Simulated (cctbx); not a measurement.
# Occupancies in In6Os

Cell a = 8.2140 Å, b = 7.2810 Å, c = 9.8810 Å, α = 90.00°, β = 90.00°, γ = 90.00°; space group Cmcm (no. 63); nominal formula In6Os.

The data are simulated with cctbx, not measured: Mo Kα, λ = 0.71073 Å, to d = 0.7 Å, 80 % of the full sphere, strongest reflection 20000 counts, noise from counting, a 2 % proportional error and a noise floor of 2 counts (s.d.); no absorption, and some extinction, which the refinements don't model.

With every site full:

```text
Rint 0.024, 503 unique reflections to 0.70 A
cycle     R1     wR2    GooF  max shift (A)
   1  0.2793  0.6022  30.151   0.00289
   3  0.0400  0.1186   5.939   0.00000
final R1 0.0400 wR2 0.1186 GooF 5.939  parameters 21  data/parameter 24.0
atom        x        y        z      Ueq    occ   su(xyz)  su(Uiso or U11)
Os1    0.50000  0.03763  0.75000   0.0233  1.000  0.00018  0.0007
In2    0.32731  0.00000  0.50000   0.0016  1.000  0.00012  0.0004
In3    0.50000  0.34920  0.59842   0.0114  1.000  0.00018  0.0006
In4    0.68170  0.71100  0.75000   0.0384  1.000  0.00032  0.0012
difference map: max 6.34 min -6.00 rms 0.77
Q1    0.1718  0.5000  0.0000    8    6.39  0.01 A from In2
Q2    0.0000  0.1187  0.1032    8    2.18  0.24 A from In3
Q3    0.2052  0.2619  0.7500    8    1.76  0.42 A from In4
Q4    0.0702  0.3669  0.0298   16    1.16  1.32 A from In2
Q5    0.1131  0.2270  0.7500    8    1.15  0.58 A from In4
Q6    0.1653  0.0000  0.0000    8    1.09  1.33 A from In2
```

With the occupancies of the suspect sites free, each still typed as its main element:

```text
Rint 0.024, 503 unique reflections to 0.70 A
cycle     R1     wR2    GooF  max shift (A)
   1  0.3027  0.6324  31.728   0.00317
   3  0.0125  0.0281   1.411   0.00002
final R1 0.0125 wR2 0.0281 GooF 1.408  parameters 23  data/parameter 21.9
atom        x        y        z      Ueq    occ   su(xyz)  su(Uiso or U11)
Os1    0.50000  0.03753  0.75000   0.0190  0.885  0.00004  0.0002
In2    0.32731  0.00000  0.50000   0.0060  1.098  0.00003  0.0001
In3    0.50000  0.34939  0.59846   0.0123  1.000  0.00004  0.0001
In4    0.68190  0.71132  0.75000   0.0392  1.000  0.00008  0.0003
su of occupancy Os1: 0.002
su of occupancy In2: 0.003
difference map: max 0.79 min -1.19 rms 0.25
Q1    0.0831  0.3720  0.0522   16    0.80  1.29 A from In2
Q2    0.0689  0.1827  0.7500    8    0.71  0.95 A from In4
Q3    0.0000  0.3550  0.1992    8    0.65  0.93 A from Os1
Q4    0.0000  0.3488  0.6078    8    0.64  1.97 A from Os1
Q5    0.0562  0.0304  0.2500    8    0.60  1.79 A from In3
Q6    0.2172  0.4452  0.7500    8    0.58  1.73 A from In4
```

**Question.** What is the disorder?

X-rays count electrons. Os1 refines to 0.885(0.002), or 67.3 electrons; the site truly holds 0.7 Os and 0.3 In, 67.9 electrons, which is 0.893 of Os; In2 refines to 1.098(0.003), or 53.8 electrons; the site truly holds 0.85 In and 0.15 Os, 53.0 electrons, which is 1.083 of In. A value under 1 can't tell vacancies from a lighter guest, and one over 1 needs a heavier guest; chemistry or a second radiation must settle which. Occupancy correlates with U and the scale, and the two elements' form factors differ in shape, so the match is approximate.

Freeing them takes R1 from 0.0400 to 0.0125 and GooF from 5.94 to 1.41.

The model is made up (kin elements in a known structure type, no relaxation), so it says nothing on whether the phase exists.

[Middle refinement cycles are left out of these outputs.]

[Logs are printed without paths, hosts, clocks, repeated set-up lines and the standing remarks that a program may print on its own settings, such as how far it seeks lower states.]
